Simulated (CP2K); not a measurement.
Two runs for the C K edge of formyloxirane. Run A: CP2K XAS_TDP, all-electron GAPW, PBEh(45%), aug-cc-pVDZ, TDA, no relativity. Run B differs in one setting.

First lines with a strength over 0.0015. A:

| atom | energy (eV) | states | strength, one atom |
| --- | --- | --- | --- |
| C2 (bonded to C, O and H) | 281.55 | 1 | 0.0671 |
|  | 286.92 | 1 | 0.0183 |
|  | 287.67 | 1 | 0.0016 |
|  | 288.03 | 1 | 0.0025 |
|  | 288.81 | 1 | 0.0062 |
| C3 (bonded to 2 C, O and H) | 283.62 | 1 | 0.0135 |
|  | 285.75 | 1 | 0.0397 |
|  | 286.31 | 1 | 0.0260 |
|  | 286.36 | 1 | 0.0085 |
|  | 287.28 | 1 | 0.0018 |
| C4 (bonded to C, O and 2 H) | 284.12 | 1 | 0.0346 |
|  | 285.39 | 1 | 0.0177 |
|  | 285.94 | 1 | 0.0128 |
|  | 286.35 | 1 | 0.0229 |
|  | 287.29 | 1 | 0.0033 |

B:

```csv
atom,energy (eV),states,"strength, one atom"
"C2 (bonded to C, O and H)",281.85,1,0.0672
,287.22,1,0.0182
,287.97,1,0.0016
,288.32,1,0.0024
,289.11,1,0.0062
"C3 (bonded to 2 C, O and H)",283.92,1,0.0136
,286.05,1,0.0398
,286.59,1,0.0262
,286.66,1,0.0083
,287.56,1,0.0018
"C4 (bonded to C, O and 2 H)",284.42,1,0.0344
,285.70,1,0.0180
,286.24,1,0.0126
,286.64,1,0.0229
,287.59,1,0.0032
```

Question: Which was it: the functional, GW2X switched on, scalar relativity switched on, the basis?

Scalar relativity switched on. Relativity shifts all lines of an element by nearly the same amount and keeps their strengths. Against PBEh(45%) in aug-cc-pVDZ, the leading lines move by +0.30 eV (C2, to 281.85), +0.30 eV (C3, to 286.05) and +0.30 eV (C4, to 284.42).

[Banner, clock and machine lines of the logs are left out without a mark of their own.]

[Logs are printed without paths, hosts, clocks, repeated set-up lines and the standing remarks that a program may print on its own settings, such as how far it seeks lower states.]

[Hosts, paths, dates, database ids (printed as entryN), source tags and the programs' standing remarks are cut or masked in the printed files.]
